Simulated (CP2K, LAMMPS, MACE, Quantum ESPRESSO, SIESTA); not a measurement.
# Whose minimum is lowest? Relaxing amorphous Hg33S25Se8 (66 atoms) by several methods

MACE MPA-0 medium, CP2K double zeta and SIESTA DZP each relax the atoms of amorphous Hg33S25Se8 (66 atoms) from one start, in the fixed cell. Which end lies lowest at the plane-wave level, and do they reach the same structure?

These are calculated values.

## 1. The cell

The cell holds 66 atoms (33 Hg, 25 S and 8 Se), with edges of 12.03, 12.03 and 12.03 Å. Recipe: 66 atoms (33 Hg, 25 S, 8 Se) placed at random at 7.67 g/cm³, melted at 2500 K for 10 ps at fixed volume with the Stillinger-Weber II-VI potential (Zhou et al., Phys. Rev. B 88, 085309 (2013)). Quenched from 2500 K to 500 K at 1000 K/ps and fixed volume, held 5 ps, then minimised at fixed cell.

## 2. The judge

Quantum ESPRESSO 7.5: Kohn-Sham DFT, PBE, SSSP efficiency 1.3.0 pseudopotentials, plane waves. Its input for the start:

```
&control
  calculation = 'scf'
  pseudo_dir = './pseudo'
  outdir = './tmp'
  disk_io = 'none'
  tprnfor = .true.
  tstress = .true.
/
&system
  ibrav = 0
  nat = 66
  ntyp = 3
  ecutwfc = 55
  ecutrho = 440
  nosym = .true.
  occupations = 'smearing'
  smearing = 'fd'
  degauss = 0.003675
/
&electrons
  conv_thr = 3.3e-07
  electron_maxstep = 100
  mixing_beta = 0.4
  mixing_mode = 'plain'
  diagonalization = 'david'
/
ATOMIC_SPECIES
Hg 200.592 Hg.upf
S 32.060 S.upf
Se 78.971 Se.upf
CELL_PARAMETERS angstrom
12.03400 0.00000 0.00000
0.00000 12.03400 0.00000
0.00000 0.00000 12.03400
ATOMIC_POSITIONS crystal
Hg 0.38844 0.54373 0.77682
Hg 0.42251 0.11427 0.58920
Hg 0.59980 0.34381 0.80853
[... 61 atom lines left out ...]
Se 0.16902 0.60112 0.80692
Se 0.00722 0.52209 0.01237
K_POINTS gamma
```

Wall time 13 min (4 MPI ranks of Arm Neoverse V2, shared host); peak memory 5.7 GiB.

At the start it finds an r.m.s. force component of 0.40 eV/Å and a pressure of 0.34 GPa. The same input is run at the end of each relaxation.

## 3. The relaxations

The DFT methods use the judge's functional, PBE. 

Times are CPU times on a shared host and are rough.

| method | basis or training data | geometry steps | reached its threshold | own energy change (meV/atom) | r.m.s. move (Å) | largest move (Å) | CPU time |
| --- | --- | --- | --- | --- | --- | --- | --- |
| MACE MPA-0 medium | trained on PBE(+U) plane-wave data | 173 | yes | -226.1 | 1.09 | 2.38 | 2.7 min |
| CP2K double zeta | DZVP-MOLOPT-SR, GTH-PBE potentials, 480 Ry | 82 | no | -230.7 | 1.04 | 2.67 | 4.3 h |
| SIESTA DZP | DZP orbitals, shift 0.01 Ry, mesh 250 Ry | 89 | no | -260.6 | 0.94 | 1.92 | 1.8 h |

## 4. The ends, solved with plane waves

```
                geometry  energy less the start's (meV/atom)  r.m.s. force (eV/Å)  longest force (eV/Å)  pressure (GPa)  Kohn-Sham gap (eV)
                   start                                 0.0                0.400                  1.44            0.34                   -
end of MACE MPA-0 medium                              -231.1                0.109                  0.54            1.35                0.49
 end of CP2K double zeta                              -236.5                0.063                  0.21            1.77                0.97
       end of SIESTA DZP                              -194.7                0.220                  0.95            1.48                0.80
```

A dash marks a value that wasn't kept, partly filled levels or a spacing under 0.15 eV.

## 5. Do they end in the same place?

Distances between the ends, with any common shift taken off:

```
                                  ends  r.m.s. (Å)  largest (Å)
MACE MPA-0 medium and CP2K double zeta       1.097         2.57
      MACE MPA-0 medium and SIESTA DZP       1.218         3.56
       CP2K double zeta and SIESTA DZP       1.223         3.76
```

Bonds, counted by one set of cutoffs taken from the start, with their mean length:

```
         geometry  Hg-S (under 3.15 Å)  Hg-Se (under 3.02 Å)
            start         92 at 2.70 Å          29 at 2.74 Å
MACE MPA-0 medium         82 at 2.63 Å          20 at 2.71 Å
 CP2K double zeta         82 at 2.61 Å          17 at 2.67 Å
       SIESTA DZP         93 at 2.64 Å          25 at 2.74 Å
```

## 6. What came out

By plane waves the end of CP2K double zeta lies lowest, 236.5 meV/atom under the start; MACE MPA-0 medium ends 5.4 meV/atom higher and SIESTA DZP ends 41.8 meV/atom higher. The plane-wave r.m.s. force is smallest after CP2K double zeta (0.063 eV/Å) and largest after SIESTA DZP (0.22 eV/Å), against 0.40 eV/Å at the start. CP2K double zeta and SIESTA DZP stopped short of their threshold, so those ends aren't minima even at their own level.

Own against plane-wave energy change: MACE MPA-0 medium -226.1 against -231.1, CP2K double zeta -230.7 against -236.5 and SIESTA DZP -260.6 against -194.7 meV/atom. The ends of CP2K double zeta and SIESTA DZP differ by up to 3.76 Å for one atom, so they aren't one minimum, and their energies differ by path as well as by method. Bonds formed and lost against the start: MACE MPA-0 medium 16 and 35, CP2K double zeta 9 and 31 and SIESTA DZP 20 and 23, of 121. The pressure at the ends spans 1.4 to 1.8 GPa, from 0.3 GPa at the start.

Caveats: Plane waves didn't relax the cell themselves, so each end could still go down at that level. The methods had unlike step limits and thresholds. The quench rate of 1000 K/ps is many orders above laboratory rates, so the cell is likely richer in defects and strain than a real sample. The reference samples only Γ, in a cell whose shortest periodic width is 12 Å. Spin–orbit coupling is left out, which matters for the levels of the heavy elements. The plane-wave runs aren't exact: their cutoffs and mesh weren't converged further here. SIESTA's automatically made basis is far from complete, and its potentials were converted by us (checked for H, C, O, Si, Ge and Ca alone). Where levels are smeared, the DFT runs use Fermi–Dirac occupations at 580 K (0.05 eV), and energies are free energies.

[Logs are printed without paths, hosts, clocks, repeated set-up lines and the standing remarks that a program may print on its own settings, such as how far it seeks lower states.]

[Hosts, paths, dates, database ids (printed as entryN), source tags and the programs' standing remarks are cut or masked in the printed files.]
